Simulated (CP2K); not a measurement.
Consider borylacetylene at its PBE geometry (Å).

```xyz
6

B    -1.1308    0.0656   -0.0825
C     0.3609   -0.0253    0.0217
C     1.5780   -0.0935    0.1130
H    -1.8221   -0.5990    0.6329
H    -1.6307    0.8040   -0.8800
H     2.6447   -0.1517    0.1948
```

Method: CP2K XAS_TDP, all-electron GAPW, PBEh(45%), aug-cc-pVTZ, TDA, GW2X-corrected core level, no relativity.

Q: Where do the B K-edge lines lie, and how strong are they?

Leading lines: B1 189.77 eV. The leading line of an atom is its first one with 35 % of the strongest within 2.5 eV of its lowest line over the strength cut. Core ionisation energies at this level: B1 197.46 eV.

The first six lines of each atom with a strength over 0.0015:

```csv
atom,energy (eV),states,"strength, one atom",above the computed threshold
B1 (bonded to C and 2 H),189.77,1,0.0726,
,195.18,1,0.0057,
,195.84,1,0.0020,
,196.53,1,0.0016,
,196.65,1,0.0062,
,197.15,1,0.0114,
```

Lines are vertical, at one geometry, with no vibrational structure. GW2X ionisation energies and lines can be off by 1 to 2 eV either way, and a good line position may hide errors that cancel. These values hold no scalar relativity. Rydberg lines, and the discretised continuum above threshold, depend on the basis and the box.

[Banner, clock and machine lines of the logs are left out without a mark of their own.]

[Logs are printed without paths, hosts, clocks, repeated set-up lines and the standing remarks that a program may print on its own settings, such as how far it seeks lower states.]

[Hosts, paths, dates, database ids (printed as entryN), source tags and the programs' standing remarks are cut or masked in the printed files.]
